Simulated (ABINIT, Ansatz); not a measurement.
# GdAl (Pm-3m): phonons by linear response, part 2 of 5

Aim: the phonon dispersion of GdAl (Pm-3m), checked by a second program.

ABINIT 10.8.3; DFT PBEsol, scalar-relativistic, plane waves, PseudoDojo norm-conserving, 4f in core pseudopotentials (the lanthanide files made for PBE).

So far. Step 3 (Relaxing the cell and atoms): The volume changes by -3.3 % in this run and stands -3.3 % from the first cell. Step 4 (Self-consistent run for the response): The cell stands at -0.22 GPa: the relaxation ran with a smoothed and higher cutoff and on another k mesh. The relaxed cell has a = 3.588 Å (conventional setting).

### 5. Linear response at Γ

At q = 0 one unit cell holds all displacements. The response is solved for single atoms along the cell's directions, and symmetry skips those that follow from others. The crystal is treated as a metal, which screens a static field, so no field response is asked.

Contents of dfpt_gamma.abi:

```

# common to the responses
getwfk_filepath "gso_WFK"
kptopt 2
nqpt 1
qpt 0.0 0.0 0.0
asr 0
chneut 0

# displacements
rfphon 1
rfatpol 1 2
rfdir 1 1 1
tolvrs 1.0d-10
prtwf 0
prtpot 1

# basis, mesh and filling
ecut 22.0
ixc -116133
ngkpt 12 12 12
nshiftk 1
shiftk 0.0 0.0 0.0
istwfk *1
occopt 7
tsmear 0.01
nband 13
nstep 100
diemac 1000000.0
prtebands 0
prtgsr 0
useylm 1

# cell and atoms
acell 6.780251003 6.780251003 6.780251003
rprim 
    1.0 0.0 0.0
    0.0 1.0 0.0
    0.0 0.0 1.0
ntypat 2
znucl 64 13
natom 2
typat 1 2
xred 
    0.0 0.0 0.0
    0.5 0.5 0.5
pp_dirpath "./pseudo"
pseudos "Gd.upf, Al.upf"
```

Command:

```bash
OMP_NUM_THREADS=1 mpirun -n 4 abinit dfpt_gamma.abi > dfpt_gamma.log
```

Numbers of over 12 decimals in the logs are rounded to 6 here.

dfpt_gamma.abo, the main output file:

```text
[banners, grids, parts of the stress and lines that vanish by symmetry left out]
- input  file    -> dfpt_gamma.abi
- output file    -> dfpt_gamma.abo
- root for input  files -> dfpt_gammai
- root for output files -> dfpt_gammao

 Symmetries : space group Pm -3 m (#221); Bravais cP (primitive cubic)
================================================================================
 Values of the parameters that define the memory need of the present run (RF).
     intxc =       0      iscf =       7    lmnmax =      25     lnmax =       7
     mgfft =      30  mpssoang =       4    mqgrid =    3001     natom =       2
  nloc_mem =       1    nspden =       1   nspinor =       1    nsppol =       1
      nsym =      48    n1xccc =    2501    ntypat =       2    occopt =       7
   xclevel =       2
-    mband =          13        mffmem =           1         mkmem =         217
-   mkqmem =         217        mk1mem =         217           mpw =        1568
      nfft =       27000          nkpt =         868
- my_mband =          13
================================================================================
================================================================================

--------------------------------------------------------------------------------
------------- Echo of variables that govern the present computation ------------
--------------------------------------------------------------------------------
-
- outvars: echo of selected default values
-   iomode0 =  0 , fftalg0 =312 , wfoptalg0 =  0
-
- outvars: echo of global parameters not present in the input file
-  max_nthreads =    1
-
 -outvars: echo values of preprocessed input variables
 [... echo left out ...]
================================================================================

 chkinp: Checking input parameters for consistency.

[...]
== DATASET  1 ==================================================================
-   mpi_nproc: 4, omp_nthreads: 1 (-1 if OMP is not activated)

--- !DatasetInfo
iteration_state: {dtset: 1, }
dimensions: {natom: 2, nkpt: 868, mband: 13, nsppol: 1, nspinor: 1, nspden: 1, mpw: 1568, }
cutoff_energies: {ecut:  22.0, pawecutdg:  -1.0, }
electrons: {nelect:   1.40000000E+01, charge:   0.00000000E+00, occopt:   7.00000000E+00, tsmear:   1.00000000E-02, }
meta: {optdriver: 1, rfphon: 1, }
...

 mkfilename: getwfk from: gso_WFK

 Real(R)+Recip(G) space primitive vectors, cartesian coordinates (Bohr,Bohr^-1):
 R(1)=  6.7802510  0.0000000  0.0000000  G(1)=  0.1474872  0.0000000  0.0000000
 R(2)=  0.0000000  6.7802510  0.0000000  G(2)=  0.0000000  0.1474872  0.0000000
 R(3)=  0.0000000  0.0000000  6.7802510  G(3)=  0.0000000  0.0000000  0.1474872
 Unit cell volume ucvol=  3.1170037E+02 bohr^3
 Angles (23,13,12)=  9.00000000E+01  9.00000000E+01  9.00000000E+01 degrees
 setup1 : take into account q-point for computing boxcut.

 getcut: wavevector=  0.0000  0.0000  0.0000  ngfft=  30  30  30
         ecut(hartree)=     22.000   => boxcut(ratio)=   2.09555

--- Pseudopotential description ------------------------------------------------
- pspini: atom type   1  psp file is ./pseudo/Gd.upf

- pspini: atom type   2  psp file is ./pseudo/Al.upf

   4.20855621E+02                                ecore*ucvol(ha*bohr**3)
--------------------------------------------------------------------------------

 ==>  initialize data related to q vector <==

 The list of irreducible perturbations for this q vector is:
    1)    idir= 1    ipert=   1
    2)    idir= 1    ipert=   2

[...]
The perturbation idir=   2  ipert=   1 is
 symmetric of a previously calculated perturbation.
 So, its SCF calculation is not needed.

 The perturbation idir=   3  ipert=   1 is
 symmetric of a previously calculated perturbation.
 So, its SCF calculation is not needed.

 The perturbation idir=   2  ipert=   2 is
 symmetric of a previously calculated perturbation.
 So, its SCF calculation is not needed.

 The perturbation idir=   3  ipert=   2 is
 symmetric of a previously calculated perturbation.
 So, its SCF calculation is not needed.

--------------------------------------------------------------------------------
 Perturbation wavevector (in red.coord.)   0.000000  0.000000  0.000000
 Perturbation : displacement of atom   1   along direction   1
 Found     8 symmetries that leave the perturbation invariant.

[...]
dfpt_looppert : total number of electrons, from k and k+q
  fully or partially occupied states are    1.400000E+01 and    1.400000E+01.
 Initialisation of the first-order wave-functions :
  ireadwf=   0

--- !BeginCycle
iteration_state: {dtset: 1, }
solver: {iscf: 7, nstep: 100, nline: 4, wfoptalg: 0, }
tolerances: {tolvrs: 1.00E-10, }
...

     iter   2DEtotal(Ha)        deltaE(Ha) residm    vres2
-ETOT  1   9.413523     -3.442E+03 1.386E+03 5.789E+02
 ETOT  2   2.129592     -7.284E+00 5.466E+01 1.760E+01
 ETOT  3   1.976027     -1.536E-01 1.701E+01 1.883E+00
 ETOT  4   1.968645     -7.382E-03 2.848E+00 1.329E-01
 ETOT  5   1.968106     -5.385E-04 2.276E+00 3.255E-02
[...]
At SCF step   13       vres2   =  1.64E-11 < tolvrs=  1.00E-10 =>converged.
[...]
Mean square residual over all n,k,spin=   82.682E-07; max=  10.427E-03

 Thirteen components of 2nd-order total energy (hartree) are
 1,2,3: 0th-order hamiltonian combined with 1st-order wavefunctions
     kin0=   5.90755475E+02 eigvalue=   9.27623487E+01  local=  -3.27286562E+02
 4,5,6: 1st-order hamiltonian combined with 1st and 0th-order wfs
 loc psp =  -1.28490305E+03  Hartree=   3.16306712E+02     xc=  -7.68789235E+01
 note that "loc psp" includes a xc core correction that could be resolved
 7,8,9: eventually, occupation + non-local contributions
    edocc=   1.60440978E+02     enl0=   2.69364219E+03   enl1=  -5.61458138E+03
 1-9 gives the relaxation energy (to be shifted if some occ is /=2.0)
   erelax=  -3.44974221E+03
 10,11,12 Non-relaxation  contributions : frozen-wavefunctions and Ewald
 fr.local=   6.12186547E+02 fr.nonlo=   2.80789000E+03  Ewald=   2.03871622E+01
 13,14 Frozen wf xc core corrections (1) and (2)
 frxc 1  =  -1.23158577E+02  frxc 2 =   1.34405116E+02
 Resulting in :
 2DEtotal=    0.1968036845E+01 Ha. Also 2DEtotal=    0.535530107359E+02 eV
    (2DErelax=   -3.4497422116E+03 Ha. 2DEnonrelax=    3.4517102485E+03 Ha)
    (  non-var. 2DEtotal :    1.9680351709E+00 Ha)

[...]
Perturbation wavevector (in red.coord.)   0.000000  0.000000  0.000000
 Perturbation : displacement of atom   2   along direction   1
 Found     8 symmetries that leave the perturbation invariant.

--------------------------------------------------------------------------------

--------------------------------------------------------------------------------

 dfpt_looppert : total number of electrons, from k and k+q
  fully or partially occupied states are    1.400000E+01 and    1.400000E+01.
 Initialisation of the first-order wave-functions :
  ireadwf=   0

--- !BeginCycle
iteration_state: {dtset: 1, }
solver: {iscf: 7, nstep: 100, nline: 4, wfoptalg: 0, }
tolerances: {tolvrs: 1.00E-10, }
...

     iter   2DEtotal(Ha)        deltaE(Ha) residm    vres2
-ETOT  1   2.475702     -2.562E+01 2.487E+01 5.368E+02
[...]
ETOT 11   1.953896     -2.290E-11 3.627E-02 1.359E-10
 ETOT 12   1.953896     -2.792E-12 3.465E-02 8.384E-13

 At SCF step   12       vres2   =  8.38E-13 < tolvrs=  1.00E-10 =>converged.
[...]
Mean square residual over all n,k,spin=   21.157E-06; max=  34.651E-03

 Thirteen components of 2nd-order total energy (hartree) are
 1,2,3: 0th-order hamiltonian combined with 1st-order wavefunctions
     kin0=   2.10808685E+01 eigvalue=  -1.70179359E+00  local=  -1.42026339E+01
 4,5,6: 1st-order hamiltonian combined with 1st and 0th-order wfs
 loc psp =  -2.08523098E+00  Hartree=   5.13306739E+00     xc=  -2.17670551E+00
 note that "loc psp" includes a xc core correction that could be resolved
 7,8,9: eventually, occupation + non-local contributions
    edocc=   2.26028229E+00     enl0=   1.57491883E+01   enl1=  -5.01993162E+01
 1-9 gives the relaxation energy (to be shifted if some occ is /=2.0)
   erelax=  -2.61422737E+01
 10,11,12 Non-relaxation  contributions : frozen-wavefunctions and Ewald
 fr.local=  -2.22415106E+01 fr.nonlo=   3.07732189E+01  Ewald=   2.03871622E+01
 13,14 Frozen wf xc core corrections (1) and (2)
 frxc 1  =  -3.79465653E+00  frxc 2 =   2.97195622E+00
 Resulting in :
 2DEtotal=    0.1953896384E+01 Ha. Also 2DEtotal=    0.531682291785E+02 eV
    (2DErelax=   -2.6142273727E+01 Ha. 2DEnonrelax=    2.8096170111E+01 Ha)
    (  non-var. 2DEtotal :    1.9538965289E+00 Ha)

[...]
---- first-order wavefunction calculations are completed ----

 ==> Compute Derivative Database <==

 [... matrices left out ...]
  Phonon wavevector (reduced coordinates) :  0.00000  0.00000  0.00000
 Phonon energies in Hartree :
   3.041734E-05  3.041734E-05  3.041734E-05  1.006259E-03  1.006259E-03
   1.006259E-03
 Phonon frequencies in cm-1    :
-  6.675833E+00  6.675833E+00  6.675833E+00  2.208484E+02  2.208484E+02
-  2.208484E+02

== END DATASET(S) ==============================================================
================================================================================

 -outvars: echo values of variables after computation
            acell      6.7802510030E+00  6.7802510030E+00  6.7802510030E+00 Bohr
           etotal      1.9538963836E+00
            fcart      0.0000000000E+00  0.0000000000E+00  0.0000000000E+00
           strten      0.0000000000E+00  0.0000000000E+00  0.0000000000E+00
================================================================================
```

The job ended after 82 s (4 MPI ranks of Arm Neoverse V1, shared host; 5.5 min of CPU time).

This step gave:

```
largest acoustic frequency at the zone centre before the sum rule : 6.68 cm⁻¹
highest optical zone-centre mode (no LO-TO term)                  : 220.8 cm⁻¹
lowest optical zone-centre mode                                   : 220.8 cm⁻¹
```

The acoustic modes at Γ come out as far as 6.7 cm⁻¹ from zero, where they should vanish, a small numerical error.

### 6. Self-consistent run for the response

Scaled from the time of the run at Γ, the full q mesh would overrun the time at hand on this k mesh, so the ground state is made again on a coarser one.

Contents of gs.abi:

```
# ground state
tolvrs 1.0d-16
prtden 1
prtwf 1

# basis, mesh and filling
ecut 22.0
ixc -116133
ngkpt 8 8 8
nshiftk 1
shiftk 0.0 0.0 0.0
istwfk *1
occopt 7
tsmear 0.01
nband 13
nstep 100
diemac 1000000.0
prtebands 0
prtgsr 0
useylm 1

# cell and atoms
acell 6.780251003 6.780251003 6.780251003
rprim 
    1.0 0.0 0.0
    0.0 1.0 0.0
    0.0 0.0 1.0
ntypat 2
znucl 64 13
natom 2
typat 1 2
xred 
    0.0 0.0 0.0
    0.5 0.5 0.5
pp_dirpath "./pseudo"
pseudos "Gd.upf, Al.upf"
```

Command:

```bash
OMP_NUM_THREADS=1 mpirun -n 4 abinit gs.abi > gs.log
```

gs.abo, the main output file:

```text
[banners, grids, parts of the stress and lines that vanish by symmetry left out]
- input  file    -> gs.abi
- output file    -> gs.abo
- root for input  files -> gsi
[...]
Symmetries : space group Pm -3 m (#221); Bravais cP (primitive cubic)
[...]
mpw =        1568          nfft =       27000          nkpt =          35
[...]
== DATASET  1 ==================================================================
[...]
cutoff_energies: {ecut:  22.0, pawecutdg:  -1.0, }
[...]
ETOT  1  -43.770359094827    -4.377E+01 2.514E+01 2.869E+01
 ETOT  2  -43.857293221992    -8.693E-02 1.256E+00 1.846E+01
 ETOT  3  -43.861487217579    -4.194E-03 6.933E-01 2.971E+00
 ETOT  4  -43.862324439159    -8.372E-04 2.576E-01 3.811E-04
 ETOT  5  -43.862332724845    -8.286E-06 4.790E-01 9.915E-04
[...]
ETOT 18  -43.862333860296    -2.068E-12 8.192E-03 1.354E-16
 ETOT 19  -43.862333860295     1.272E-12 9.420E-03 7.448E-18
 At SCF step   19       vres2   =  7.45E-18 < tolvrs=  1.00E-16 =>converged.
[...]
sigma(1 1)=  7.27670120E-06  sigma(3 2)=  0.00000000E+00
  sigma(2 2)=  7.27670120E-06  sigma(3 1)=  0.00000000E+00
  sigma(3 3)=  7.27670120E-06  sigma(2 1)=  0.00000000E+00
[...]
convergence: {deltae:  1.272E-12, res2:  7.448E-18, residm:  9.420E-03, diffor: null, }
etotal    :  -4.38623339E+01
[...]
sigma(1 1)=  7.27670120E-06  sigma(3 2)=  0.00000000E+00
  sigma(2 2)=  7.27670120E-06  sigma(3 1)=  0.00000000E+00
  sigma(3 3)=  7.27670120E-06  sigma(2 1)=  0.00000000E+00
[...]
- sigma(1 1)=  2.14087941E-01  sigma(3 2)=  0.00000000E+00
- sigma(2 2)=  2.14087941E-01  sigma(3 1)=  0.00000000E+00
- sigma(3 3)=  2.14087941E-01  sigma(2 1)=  0.00000000E+00
[...]
fcart     -0.0000000000E+00 -0.0000000000E+00 -0.0000000000E+00
           strten      7.2767012011E-06  7.2767012011E-06  7.2767012011E-06
================================================================================

[key lines of the parts left out:]
pressure_GPa:  -2.1409E-01
```

Wall time 12 s (4 MPI ranks).

Numbers from this step:

```yaml
pressure: -0.2141 GPa
```

(Continued in part 3 of 5.)

[Host names and launcher messages were left out of these logs when they were recorded.]

[Logs are printed without paths, hosts, clocks, repeated set-up lines and the standing remarks that a program may print on its own settings, such as how far it seeks lower states.]

[Hosts, paths, dates, database ids (printed as entryN), source tags and the programs' standing remarks are cut or masked in the printed files.]
